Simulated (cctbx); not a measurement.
## Reading a Patterson map

Space group Immm (no. 71), a = 4.3740 Å, b = 4.8820 Å, c = 19.7480 Å, α = 90.00°, β = 90.00°, γ = 90.00°, content Ba4 Sn4 Al4 Mg2.

Simulated single-crystal data (cctbx): Cu Kα, λ = 1.54184 Å, to d = 0.8 Å, 50 % of the full sphere, strongest reflection 40000 counts, noise from counting, a 2 % proportional error and a noise floor of 4 counts (s.d.); no absorption.

Patterson synthesis, origin scaled to 1000:

```text
Patterson group I m m m
      u       v       w   height  length (A)
  0.000   0.000   0.000   1000.0     0.00
  0.000   0.000   0.452    493.1     8.92
  0.000   0.000   0.181    479.1     3.58
  0.000   0.000   0.367    268.2     7.26
  0.000   0.000   0.271    205.5     5.34
  0.000   0.500   0.128    157.4     3.51
  0.000   0.500   0.311    154.2     6.60
  0.000   0.500   0.241    116.2     5.35
  0.000   0.500   0.420     86.4     8.65
  0.000   0.148   0.226     28.1     4.52
  0.000   0.000   0.062     25.8     1.23
  0.000   0.136   0.051     20.3     1.21
  0.086   0.132   0.089     20.3     1.90
  0.222   0.500   0.500     18.5    10.22
```

**Question.** Which atom pairs make the peaks, and where is the heaviest atom?

A peak at u stands for all pairs with xi − xj = u, with weight Σ ZiZj against Σ Z² = 23508 at the origin. Peak heights follow these weights only roughly, since form factors, motion and series ripples differ, all vectors within 0.55 Å of a peak are counted as merged into it though the farther ones add only part of their weight, and F(000) is left out, which lowers the whole map:

| u | v | w | shortest length (Å) | height | 1000 ΣZiZj/ΣZ² | pairs in the cell |
| --- | --- | --- | --- | --- | --- | --- |
| 0.000 | 0.000 | 0.452 | 3.41 | 493 | 503 | 4 × Ba–Sn, 4 × Al–Mg |
| 0.000 | 0.000 | 0.181 | 3.57 | 479 | 476 | 4 × Ba–Sn |
| 0.000 | 0.000 | 0.367 | 4.20 | 268 | 267 | 2 × Ba–Ba |
| 0.000 | 0.000 | 0.271 | 5.35 | 206 | 213 | 2 × Sn–Sn |
| 0.000 | 0.500 | 0.128 | 3.51 | 157 | 226 | 4 × Ba–Al, 4 × Sn–Mg |
| 0.000 | 0.500 | 0.311 | 4.33 | 154 | 225 | 4 × Ba–Mg, 4 × Sn–Al |
| 0.000 | 0.500 | 0.241 | 5.35 | 116 | 124 | 4 × Ba–Al |
| 0.000 | 0.500 | 0.420 | 2.70 | 86 | 111 | 4 × Sn–Al |

The table stops at ten peaks or at a height of 45, below which ripples compete. In the model behind the data Ba, the heaviest element, has 1 independent site: (1/2, 1/2, 0.6836), up to an allowed shift of origin; the Ba–Ba vectors are differences of these positions and their symmetry mates. Elements of similar Z can't be told apart from the map alone. The whole model:

```
atom  mult.    x    y       z  Ueq (Å²)
 Ba1      4  1/2  1/2  0.6836    0.0173
 Sn1      4  1/2  1/2  0.8639    0.0175
 Al1      4    0  1/2  0.9404    0.0250
 Mg1      2  1/2    0       0    0.0257
```

This is a model crystal, built by substitution and not relaxed, with assumed displacement parameters.

[Logs are printed without paths, hosts, clocks, repeated set-up lines and the standing remarks that a program may print on its own settings, such as how far it seeks lower states.]
